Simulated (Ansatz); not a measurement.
# MgZrO3 (built on the sites of a database entry of BaZrO3): a soft mode frozen in, part 2 of 3

Which phase does MgZrO3 (built on the sites of a database entry of BaZrO3) fall into along its unstable mode, and how much energy does it gain?

Ansatz 0.2.0; DFT PBEsol, scalar-relativistic, plane waves, norm-conserving pseudopotentials.

So far. Step 4 (The mode frozen in, largest atomic shift 0.6 Å): The run ends at a pressure of -0.61 GPa, with forces up to 1.2 eV/Å. Step 5 (Energy along the mode, all amplitudes (two of the runs …): The lowest of the steps tried is the last one, at 0.6 Å, 205 meV/atom below the parent; the bottom of the well need not coincide with a step.

The structure was built from a prototype and need not be the compound's stable phase.

### 6. Relaxation from the frozen mode

Starting from the lowest point found, all atoms and the cell are let go, so that strain and other modes of the same symmetry can join in.

input.yaml reads:

```yaml
crystal:
  lattice:
    - [4.071198049, 0.0, 0.0]
    - [0.0, 4.071198049, 0.0]
    - [0.0, 0.0, 4.071198049]
  atoms:
    - { symbol: Mg, position: [0.0, 0.1473767655, 0.0] }
    - { symbol: Zr, position: [0.5, 0.5043139859, 0.5] }
    - { symbol: O, position: [0.0, 0.3899087134, 0.5] }
    - { symbol: O, position: [0.5, -0.0283031262, 0.5] }
    - { symbol: O, position: [0.5, 0.3899087134, 0.0] }
kpoints:
  mp_grid: { grid: [8, 8, 8] }
hamiltonian:
  xc: pbesol
  pseudopotentials: { kind: nc }
scf:
  occupations: { method: fixed }
output:
  forces: true
  stress: true
  eigenvalues: true
  write_density: true
  write_potential: true
  elf: true
  volumetric_format: npy
relax:
  adjacent_minimum: "off"
  f_tol: 0.002
  max_steps: 120
  cell: { stress_tol: 0.03 }
```

Launch:

```
$ ansatz run input.yaml --threads 4 --pin off --max-ram 7168MiB --backend cpu --events-out ev --progress --plain --runs-dir out
```

Numbers of over 12 decimals in the logs are rounded to 6 here.

What it wrote:

```text
[...]
Crystal: 5 atoms, lattice volume = 67.479 Å³
Basis set: ecut = 1142.878222 eV, 5887 PW (Γ), exchange–correlation on 90×90×90 points (8 copies of the dense FFT grid, shifted against one another)
Bands: 25, of which v1, the nominal top of the filled ones, is band 20 counted from 1 (19 counted from 0)
Symmetry: 8 space group operations
[...]
k-points: 75 of 512 (time reversal used)
[...]
SCF iter   1: F=—  HF=-4344.666172 eV  |F-HF|=—  |Δ(HF+E_count)|=         —  Δρ=6.66e-2  dr2=3.13e0  ethr=3.10e-3  ⟨swp⟩=5.4  Hψ=7673  notcnv=0  defer=199
[...]
SCF iter   9: F=-4343.452549 eV  HF=-4343.452549 eV  |F-HF|=5.24e-8  |Δ(HF+E_count)|=   1.57e-6  Δρ=9.20e-6  dr2=7.50e-8  ethr=2.50e-10  ⟨swp⟩=17.2  Hψ=18584  notcnv=0
SCF 1 converged in 9 iterations: F = -4343.452549 eV  dr2 = 7.50e-8
relax step   1: F+E_penalty+E_count = -4343.45254931 eV  Δ(F+E_penalty+E_count) = +0.000e0 eV  max|allowed force component| = 1.182e0 eV/Å  Δτ_max = 0.0000 Å  P = -0.614 GPa  Ω = 67.479 Å³  (9 SCF iters, dr2 threshold 1.00e-7 eV, accepted)
Crystal: 5 atoms, lattice volume = 69.778 Å³
Basis set: ecut = 1142.878222 eV, 6143 PW (Γ), exchange–correlation on 90×90×90 points (8 copies of the dense FFT grid, shifted against one another)
[...]
iter 1 solved again at ethr=7.00e-4 eV; its pass at ethr=3.10e-3 eV (dr2=2.80e-1 eV) is discarded
[...]
SCF iter   8: F=-4343.707282 eV  HF=-4343.707282 eV  |F-HF|=8.19e-8  |Δ(HF+E_count)|=   1.35e-6  Δρ=1.27e-5  dr2=1.25e-7  ethr=1.25e-9  ⟨swp⟩=20.4  Hψ=20507  notcnv=0
SCF 2 converged in 8 iterations: F = -4343.707282 eV  dr2 = 1.25e-7
relax step   2: F+E_penalty+E_count = -4343.70728214 eV  Δ(F+E_penalty+E_count) = -2.547e-1 eV  max|allowed force component| = 5.252e-1 eV/Å  Δτ_max = 0.1931 Å  P = -1.349 GPa  Ω = 69.778 Å³  energy of the carried Pulay correction = -5.840e-4 eV  (8 SCF iters, dr2 threshold 5.00e-7 eV, accepted)
Crystal: 5 atoms, lattice volume = 69.074 Å³
Basis set: ecut = 1142.878222 eV, 6071 PW (Γ), exchange–correlation on 90×90×90 points (8 copies of the dense FFT grid, shifted against one another)
[...]
SCF iter   7: F=-4343.757444 eV  HF=-4343.757444 eV  |F-HF|=1.90e-8  |Δ(HF+E_count)|=   1.26e-7  Δρ=7.90e-6  dr2=4.93e-8  ethr=1.25e-9  ⟨swp⟩=18.6  Hψ=18989  notcnv=0
SCF 3 converged in 7 iterations: F = -4343.757444 eV  dr2 = 4.93e-8
relax step   3: F+E_penalty+E_count = -4343.75744408 eV  Δ(F+E_penalty+E_count) = -5.016e-2 eV  max|allowed force component| = 6.174e-1 eV/Å  Δτ_max = 0.0324 Å  P = -0.169 GPa  Ω = 69.074 Å³  energy of the carried Pulay correction = -4.072e-4 eV  (7 SCF iters, dr2 threshold 5.00e-7 eV, accepted)
[... from here on, the SCF cycles and remarks between the steps are left out ...]
relax step   4: F+E_penalty+E_count = -4343.77953132 eV  Δ(F+E_penalty+E_count) = -2.209e-2 eV  max|allowed force component| = 5.136e-1 eV/Å  Δτ_max = 0.0303 Å  P = +0.051 GPa  Ω = 68.734 Å³  energy of the carried Pulay correction = -3.212e-4 eV  (7 SCF iters, dr2 threshold 5.00e-7 eV, accepted)
relax step   5: F+E_penalty+E_count = -4343.79477829 eV  Δ(F+E_penalty+E_count) = -1.525e-2 eV  max|allowed force component| = 3.024e-1 eV/Å  Δτ_max = 0.0247 Å  P = +1.007 GPa  Ω = 68.351 Å³  energy of the carried Pulay correction = -2.238e-4 eV  (6 SCF iters, dr2 threshold 5.00e-7 eV, accepted)
relax step   6: F+E_penalty+E_count = -4343.80811603 eV  Δ(F+E_penalty+E_count) = -1.334e-2 eV  max|allowed force component| = 2.997e-1 eV/Å  Δτ_max = 0.0551 Å  P = -0.057 GPa  Ω = 68.816 Å³  energy of the carried Pulay correction = -3.421e-4 eV  (7 SCF iters, dr2 threshold 5.00e-7 eV, accepted)
relax step   7: F+E_penalty+E_count = -4343.81078441 eV  Δ(F+E_penalty+E_count) = -2.668e-3 eV  max|allowed force component| = 6.933e-2 eV/Å  Δτ_max = 0.0111 Å  P = +0.328 GPa  Ω = 68.849 Å³  energy of the carried Pulay correction = -3.505e-4 eV  (6 SCF iters, dr2 threshold 5.00e-7 eV, accepted)
relax step   8: F+E_penalty+E_count = -4343.81150952 eV  Δ(F+E_penalty+E_count) = -7.251e-4 eV  max|allowed force component| = 1.807e-2 eV/Å  Δτ_max = 0.0052 Å  P = +0.043 GPa  Ω = 68.992 Å³  energy of the carried Pulay correction = -3.865e-4 eV  (5 SCF iters, dr2 threshold 5.00e-7 eV, accepted)
relax step   9: F+E_penalty+E_count = -4343.81154504 eV  Δ(F+E_penalty+E_count) = -3.552e-5 eV  max|allowed force component| = 6.472e-3 eV/Å  Δτ_max = 0.0046 Å  P = -0.027 GPa  Ω = 69.084 Å³  energy of the carried Pulay correction = -4.098e-4 eV  (6 SCF iters, dr2 threshold 2.04e-8 eV, accepted)
relax step  10: F+E_penalty+E_count = -4343.81155446 eV  Δ(F+E_penalty+E_count) = -9.416e-6 eV  max|allowed force component| = 3.173e-3 eV/Å  Δτ_max = 0.0009 Å  P = +0.010 GPa  Ω = 69.062 Å³  energy of the carried Pulay correction = -4.041e-4 eV  (5 SCF iters, dr2 threshold 6.02e-9 eV, accepted)
relax step  11: F+E_penalty+E_count = -4343.81155420 eV  Δ(F+E_penalty+E_count) = +2.546e-7 eV  max|allowed force component| = 4.444e-4 eV/Å  Δτ_max = 0.0001 Å  P = -0.001 GPa  Ω = 69.064 Å³  energy of the carried Pulay correction = -4.046e-4 eV  (4 SCF iters, dr2 threshold 6.29e-10 eV, accepted)
relax step  12: F+E_penalty+E_count = -4343.81897016 eV  Δ(F+E_penalty+E_count) = -7.416e-3 eV  max|allowed force component| = 2.807e-4 eV/Å  Δτ_max = 0.0000 Å  P = +0.246 GPa  Ω = 69.064 Å³  stress off target by 6.50e-1 GPa  SCF on the basis re-selected at this cell (its energy is not comparable with the rows above)  (7 SCF iters)
relax step  13: F+E_penalty+E_count = -4343.82080223 eV  Δ(F+E_penalty+E_count) = -1.832e-3 eV  max|allowed force component| = 5.724e-3 eV/Å  Δτ_max = 0.0113 Å  P = +0.026 GPa  Ω = 69.354 Å³  energy of the carried Pulay correction = -7.863e-5 eV  (6 SCF iters, dr2 threshold 5.00e-7 eV, accepted)
relax step  14: F+E_penalty+E_count = -4343.82124377 eV  Δ(F+E_penalty+E_count) = -4.415e-4 eV  max|allowed force component| = 2.067e-2 eV/Å  Δτ_max = 0.0100 Å  P = -0.000 GPa  Ω = 69.440 Å³  energy of the carried Pulay correction = -1.050e-4 eV  (7 SCF iters, dr2 threshold 1.03e-7 eV, accepted)
relax step  15: F+E_penalty+E_count = -4343.82125141 eV  Δ(F+E_penalty+E_count) = -7.640e-6 eV  max|allowed force component| = 1.974e-2 eV/Å  Δτ_max = 0.0018 Å  P = +0.034 GPa  Ω = 69.471 Å³  energy of the carried Pulay correction = -1.141e-4 eV  (6 SCF iters, dr2 threshold 2.67e-8 eV, accepted)
relax step  16: F+E_penalty+E_count = -4343.82125911 eV  Δ(F+E_penalty+E_count) = -7.703e-6 eV  max|allowed force component| = 4.461e-4 eV/Å  Δτ_max = 0.0004 Å  P = +0.002 GPa  Ω = 69.480 Å³  energy of the carried Pulay correction = -1.163e-4 eV  (5 SCF iters, dr2 threshold 2.43e-8 eV, accepted)
relax step  17: F+E_penalty+E_count = -4343.82151754 eV  Δ(F+E_penalty+E_count) = -2.584e-4 eV  max|allowed force component| = 4.018e-4 eV/Å  Δτ_max = 0.0000 Å  P = +0.010 GPa  Ω = 69.480 Å³  stress off target by 3.46e-2 GPa  SCF on the basis re-selected at this cell (its energy is not comparable with the rows above)  (7 SCF iters)
relax step  18: F+E_penalty+E_count = -4343.82152328 eV  Δ(F+E_penalty+E_count) = -5.736e-6 eV  max|allowed force component| = 8.516e-4 eV/Å  Δτ_max = 0.0017 Å  P = +0.005 GPa  Ω = 69.504 Å³  energy of the carried Pulay correction = -6.439e-6 eV  (7 SCF iters, dr2 threshold 2.99e-9 eV, accepted)
[...]
SCF iter   7: F=-4343.821529 eV  HF=-4343.821529 eV  |F-HF|=0.00e0  |Δ(HF+E_count)|=  9.09e-13  Δρ=1.26e-7  dr2=3.47e-12  ethr=1.00e-12  ⟨swp⟩=14.6  Hψ=11864  notcnv=0
SCF 19 converged in 7 iterations: F = -4343.821529 eV  dr2 = 3.47e-12
relax step  19: F+E_penalty+E_count = -4343.82152885 eV  Δ(F+E_penalty+E_count) = -5.569e-6 eV  max|allowed force component| = 8.573e-4 eV/Å  Δτ_max = 0.0000 Å  P = +0.006 GPa  Ω = 69.504 Å³  stress off target by 9.03e-3 GPa  SCF on the basis re-selected at this cell (its energy is not comparable with the rows above)  (7 SCF iters)
[...]
SCF converged after 7 iterations
Free energy (F): -4343.821529 eV
[...]
Internal energy: -4343.821529 eV  (E = F + TS)
E sigma→0 (E₀):  -4343.821529 eV
Fermi energy:    6.485320 eV
[...]
--- Forces (eV/Å), atoms counted from 1 ---
  atom   1  Mg    -0.00000000     0.00063755     0.00000000
  atom   2  Zr    -0.00000000    -0.00084266     0.00000000
  atom   3  O      0.00000000     0.00007370    -0.00000000
  atom   4  O     -0.00000000     0.00013088    -0.00000000
  atom   5  O     -0.00000000     0.00007370    -0.00000000
  max |Σ_I F_I| component: 7.32e-5 eV/Å
--- Stress (GPa, compression-positive) ---
        0.003874       0.000000       0.000000
        0.000000       0.009032       0.000000
        0.000000       0.000000       0.003874
  P = ⅓ Tr σ = 0.0056 GPa (0.056 kbar)
--- Band table (eV; the first three rows and the last of 75) ---
  k-point 0: bands = [... 16 lower, 5.0176, 5.9569, 5.9569, 6.1806, 8.7731, 10.3087, 13.3013, 13.3013, ... 1 higher]
  k-point 1: bands = [... 16 lower, 4.9854, 5.8374, 5.9487, 6.2185, 9.1318, 10.5719, 12.7804, 13.3349, ... 1 higher]
  k-point 2: bands = [... 16 lower, 4.8951, 5.5726, 5.9510, 6.2532, 9.9576, 11.1664, 12.1823, 13.4022, ... 1 higher]
  k-point 74: bands = [... 16 lower, 4.4488, 5.6538, 6.4309, 6.4309, 9.8975, 12.6280, 12.6280, 13.9614, ... 1 higher]
--- Relaxed structure (16 steps of the walk, 16 accepted, 3 SCFs on fresh bases) ---
  F+E_penalty+E_count = -4343.82152885 eV   max|allowed force component| = 8.573e-4 eV/Å   (the final SCF, on the basis selected at the relaxed cell)
  cell:  # Å, volume = 69.5037 Å³
    - [3.921019, 0, 0]
    - [0, 4.520746, 0.0]
    - [0, 0.0, 3.921019]
  atoms:
    - { symbol: Mg, position: [0, 0.196976, 0.0] }
    - { symbol: Zr, position: [0.5, 0.515671, 0.5] }
    - { symbol: O, position: [0, 0.377329, 0.5] }
    - { symbol: O, position: [0.5, -0.064101, 0.5] }
    - { symbol: O, position: [0.5, 0.377329, 0.0] }
```

It took 3.8 min on 4 threads of Arm Neoverse V2, shared host; peak memory 0.78 GiB.

Relaxation path:

| step | energy less that of the first step (eV) | largest force component (eV/Å) | pressure (GPa) | volume (Å³) |
| --- | --- | --- | --- | --- |
| 1 | 0.0000 | 1.1819 | -0.61 | 67.48 |
| 2 | -0.2547 | 0.5252 | -1.35 | 69.78 |
| 3 | -0.3049 | 0.6174 | -0.17 | 69.07 |
| 4 | -0.3270 | 0.5136 | 0.05 | 68.73 |
| 5 | -0.3422 | 0.3024 | 1.01 | 68.35 |
| 6 | -0.3556 | 0.2997 | -0.06 | 68.82 |
| 7 | -0.3582 | 0.0693 | 0.33 | 68.85 |
| 8 | -0.3590 | 0.0181 | 0.04 | 68.99 |
| 9 | -0.3590 | 0.0065 | -0.03 | 69.08 |
| 10 | -0.3590 | 0.0032 | 0.01 | 69.06 |
| 11 | -0.3590 | 0.0004 | 0.00 | 69.06 |
| 12* | -0.3664 | 0.0003 | 0.25 | 69.06 |
| 13 | -0.3683 | 0.0057 | 0.03 | 69.35 |
| 14 | -0.3687 | 0.0207 | 0.00 | 69.44 |
| 15 | -0.3687 | 0.0197 | 0.03 | 69.47 |
| 16 | -0.3687 | 0.0004 | 0.00 | 69.48 |
| 17* | -0.3690 | 0.0004 | 0.01 | 69.48 |
| 18 | -0.3690 | 0.0009 | 0.01 | 69.50 |
| 19* | -0.3690 | 0.0009 | 0.01 | 69.50 |

Relaxation steps marked * repeat the geometry before them on a plane-wave basis chosen anew for their cell, so energy and pressure can jump there.

Forces are held to the 8 operations that the run works with; a distortion that breaks them can't arise in this run.

| conventional cell, symmetrised | before | after | change |
| --- | --- | --- | --- |
| a (Å) | 4.071 | 3.921 | -3.7 % |
| b (Å) | 4.071 | 3.921 | -3.7 % |
| c (Å) | 4.071 | 4.521 | +11.0 % |
| volume (Å³/atom) | 13.50 | 13.90 | +3.0 % |

The atoms that moved most (Å, as changes of fractional coordinates times the final cell):

| atom | dx | dy | dz | length |
| --- | --- | --- | --- | --- |
| Mg1 | 0.000 | 0.224 | 0.000 | 0.224 |
| O4 | 0.000 | -0.162 | 0.000 | 0.162 |
| O3 | 0.000 | -0.057 | 0.000 | 0.057 |
| O5 | 0.000 | -0.057 | 0.000 | 0.057 |
| Zr2 | 0.000 | 0.051 | 0.000 | 0.051 |

Numbers from this step:

| Property | Result |
| --- | --- |
| pressure | 0.005593 GPa |
| gap on the k-mesh | 2.288 eV |
| volume per atom | 13.90 Å³ |

ELF in the bc plane at fractional x = 0.500, with atoms of Zr and O within 0.2 Å of it. It is the smooth field of the valence electrons, not physical close to the nuclei.

Ten even steps from '0' (0.02) to '9' (0.89), each cell a mean:
```
01588589620000
00278886310122
41024432101466
85101368842688
98403886873787
89515950474861
99504973773875
87201589952799
63012234411577
10157864100233
00489788520000
01697169730000
```
Columns run along b (4.5 Å), rows up along c (3.9 Å). Atoms in or near the plane, at fractional coordinates: Zr at (0.52, 0.50), O at (0.94, 0.50), O at (0.38, 0.00).

Valence density in the bc plane at fractional x = 0.500, with atoms of Zr and O within 0.2 Å of it. It is the smooth field of the valence electrons, not physical close to the nuclei.

Values in e/Å³, 12 rows by 14 columns, each cell a mean:
```
0.0 0.1 0.3 1.2 3.8 5.5 4.4 1.6 0.4 0.1 0.1 0.0 0.0 0.0
0.1 0.1 0.2 0.6 1.5 2.4 1.8 0.8 0.3 0.1 0.1 0.1 0.1 0.1
0.2 0.1 0.1 0.2 0.5 0.7 0.8 0.7 0.4 0.2 0.1 0.2 0.2 0.2
0.8 0.4 0.2 0.1 0.3 0.8 1.8 2.4 1.8 0.8 0.4 0.5 1.0 1.2
2.7 0.9 0.3 0.2 0.5 1.9 3.5 3.4 3.6 2.0 0.8 1.4 3.3 4.3
5.0 1.5 0.4 0.2 0.7 3.0 3.1 0.8 2.8 2.7 1.2 2.3 5.3 4.5
3.8 1.2 0.3 0.2 0.6 2.4 3.6 2.5 3.6 2.4 1.0 1.8 4.4 5.3
1.3 0.5 0.2 0.1 0.3 1.1 2.6 3.2 2.7 1.2 0.5 0.8 1.6 2.2
0.3 0.2 0.1 0.2 0.3 0.6 0.9 1.1 0.8 0.3 0.2 0.3 0.4 0.5
0.1 0.1 0.1 0.4 0.9 1.4 1.1 0.6 0.3 0.1 0.1 0.1 0.1 0.1
0.0 0.1 0.2 0.9 2.8 4.5 3.3 1.3 0.3 0.1 0.1 0.0 0.0 0.0
0.0 0.1 0.3 1.5 4.8 4.5 5.2 2.0 0.4 0.1 0.0 0.0 0.0 0.0
```
Columns run along b (4.5 Å), rows up along c (3.9 Å). Atoms in or near the plane, at fractional coordinates: Zr at (0.52, 0.50), O at (0.94, 0.50), O at (0.38, 0.00).

Electrostatic potential energy in the bc plane at fractional x = 0.500, with atoms of Zr and O within 0.2 Å of it. With pseudopotentials it is smooth inside the atoms' cores, unlike the true potential.

Ten even steps from '_' (-126 eV) to '@' (13 eV), each cell a mean:
```
@@@@@@@@##==**%%@@@@@@@@@@@@
@@@@@@@@@@%%%%@@@@@@@@@@@@@@
@@@@@@@@@@@@%%%%%%@@@@@@@@@@
@@@@@@@@@@%%******%%@@@@@@@@
%%@@@@@@%%**::__::**%%@@##**
**@@@@@@%%++______++%%%%++--
##@@@@@@%%**..__..++%%%%**==
@@@@@@@@@@##++==++##@@@@%%%%
@@@@@@@@@@@@%%%%%%%%@@@@@@@@
@@@@@@@@@@@@@@@@@@@@@@@@@@@@
@@@@@@@@##**##@@@@@@@@@@@@@@
@@@@@@@@**--++%%@@@@@@@@@@@@
```
Columns run along b (4.5 Å; values clipped at the 3rd and 97th percentile), rows up along c (3.9 Å). Atoms in or near the plane, at fractional coordinates: Zr at (0.52, 0.50), O at (0.94, 0.50), O at (0.38, 0.00).

The distorted start has space group P4mm; the relaxation ends in P4mm.

### 7. The new phase in its own primitive cell

The relaxed structure is symmetrised, reduced to its primitive cell and relaxed tightly, as its phonons need.

input.yaml reads:

```yaml
crystal:
  lattice:
    - [3.9210192357, 0.0, 0.0]
    - [0.0, 3.9210192357, 0.0]
    - [0.0, 0.0, 4.5207456414]
  atoms:
    - { symbol: Mg, position: [0.0, 0.0, 0.8030241848] }
    - { symbol: Zr, position: [0.5, 0.5, 0.4843285585] }
    - { symbol: O, position: [0.0, 0.5, 0.6226708359] }
    - { symbol: O, position: [0.5, 0.5, 0.0641005328] }
    - { symbol: O, position: [0.5, 0.0, 0.6226708359] }
kpoints:
  mp_grid: { grid: [6, 6, 6] }
hamiltonian:
  xc: pbesol
  pseudopotentials: { kind: nc }
scf:
  occupations: { method: fixed }
output:
  forces: true
  stress: true
  eigenvalues: true
relax:
  adjacent_minimum: "off"
  f_tol: 0.001
  max_steps: 60
  cell: { stress_tol: 0.01 }
```

What it wrote:

```text
[...]
Crystal: 5 atoms, lattice volume = 69.504 Å³
Basis set: ecut = 1142.878222 eV, 6117 PW (Γ), exchange–correlation on 90×90×100 points (8 copies of the dense FFT grid, shifted against one another)
Bands: 25, of which v1, the nominal top of the filled ones, is band 20 counted from 1 (19 counted from 0)
Symmetry: 8 space group operations
[...]
cell:  # Å, volume = 69.5037 Å³
    - [3.9210192357, 0.0, 0.0]
    - [0.0, 3.9210192357, 0.0]
    - [0.0, 0.0, 4.5207456414]
  atoms:
    - { symbol: Mg, position: [0.0, 0.0, 0.803024] }
    - { symbol: Zr, position: [0.500000, 0.500000, 0.484329] }
    - { symbol: O, position: [0.0, 0.500000, 0.622671] }
    - { symbol: O, position: [0.500000, 0.500000, 0.064101] }
    - { symbol: O, position: [0.500000, 0.0, 0.622671] }
[key lines of the parts left out:]
SCF converged after 8 iterations
Free energy (F): -4343.821509 eV
Fermi energy:    6.485407 eV
P = ⅓ Tr σ = 0.0055 GPa (0.055 kbar)
```

Elapsed: 15 s, on 4 threads; peak memory 0.58 GiB.

Little changed from the start: no atom moved by 0.005 Å and no cell edge by 0.1 %.

Numbers from this step:

* pressure: 0.005467 GPa
* direct gap on mesh: 2.592 eV

The largest force component left is 0.70 meV/Å and the pressure is 0.005 GPa, within the tolerances set. The cell now holds 13.90 Å³/atom.

[end of part 2 of 3]

[Logs are printed without paths, hosts, clocks, repeated set-up lines and the standing remarks that a program may print on its own settings, such as how far it seeks lower states.]

[Hosts, paths, dates, database ids (printed as entryN), source tags and the programs' standing remarks are cut or masked in the printed files.]
